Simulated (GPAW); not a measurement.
Consider La3AlC (Pm-3m).

```xyz
5
Lattice="5.2051 0.0000 0.0000 0.0000 5.2051 0.0000 0.0000 0.0000 5.2051" Properties=species:S:1:pos:R:3 pbc="T T T"
La    0.0000    2.6026    2.6026
La    2.6026    0.0000    2.6026
La    2.6026    2.6026    0.0000
Al    0.0000    0.0000    0.0000
C     2.6026    2.6026    2.6026
```

Absorber: atom 5, with 6 La at 2.60 Å (octahedral, site symmetry m-3m). Method: GPAW, LDA, excited-electron core hole (neutral cell), 10-atom cell with 7.4 Å between holes, 4×4×4 k points, dipole transitions, Gaussian full width 0.9 eV up to 4 eV, rising linearly to 3.5 eV at 25 eV, without spin-orbit coupling.

What does the C K edge look like?

Main maxima up to 24 eV above the zero (height): 1.3 eV (1.00), 3.2 eV (1.33), 6.0 eV (2.21), 9.6 eV (1.67) and 22.1 eV (1.06). A K edge sees empty p states on the absorber. The total-energy difference is 284.38 eV. One term is added: -6.67 eV, since the hole is spin-paired here and a spin-polarised one costs that much less in the free atom (computed apart). The photon energy is then 277.71 eV. The functional leaves an error in such absolute values: in the free atom LDA prices this hole 2.9 eV below PBE (computed apart), and PBE is itself good to a few eV.

The C K spectrum (energy from the lowest empty level; intensity scaled to a mean of 1 over the first 20 eV):

| E (eV) | intensity |
| --- | --- |
| -2.0 | 0.00 |
| -1.0 | 0.00 |
| 0.0 | 0.22 |
| 1.0 | 0.87 |
| 2.0 | 0.81 |
| 3.0 | 1.29 |
| 4.0 | 1.26 |
| 5.0 | 2.05 |
| 6.0 | 2.21 |
| 7.0 | 1.36 |
| 8.0 | 1.32 |
| 9.0 | 1.50 |
| 10.0 | 1.57 |
| 11.0 | 0.99 |
| 12.0 | 0.60 |
| 13.0 | 0.51 |
| 14.0 | 0.44 |
| 15.0 | 0.41 |
| 16.0 | 0.44 |
| 17.0 | 0.50 |
| 18.0 | 0.57 |
| 19.0 | 0.63 |
| 20.0 | 0.75 |
| 21.0 | 0.94 |
| 22.0 | 1.06 |
| 23.0 | 1.00 |
| 24.0 | 0.87 |
| 25.0 | 0.76 |
| 26.0 | 0.70 |
| 27.0 | 0.67 |
| 28.0 | 0.64 |
| 29.0 | 0.60 |

The mesh is coarse (0.30 Å⁻¹ between points), so small maxima may be mesh ripples. Lifetime broadening is put in by hand, and intensities beyond about 20 eV depend on it and on the partial waves. The structure is a computed Materials Project entry and may be a hypothetical form.

[Banner, clock and machine lines of the logs are left out without a mark of their own.]

[Logs are printed without paths, hosts, clocks, repeated set-up lines and the standing remarks that a program may print on its own settings, such as how far it seeks lower states.]

[Hosts, paths, dates, database ids (printed as entryN), source tags and the programs' standing remarks are cut or masked in the printed files.]

[Lists of maxima count a maximum above −3 eV only where it reaches 4 % of the highest in the window and stands out from its surroundings by 2 % of it (1.5 % where it reaches 55 %); shoulders and weaker maxima are passed over, and of the rest the first, up to two pre-edge ones and the few strongest are named.]
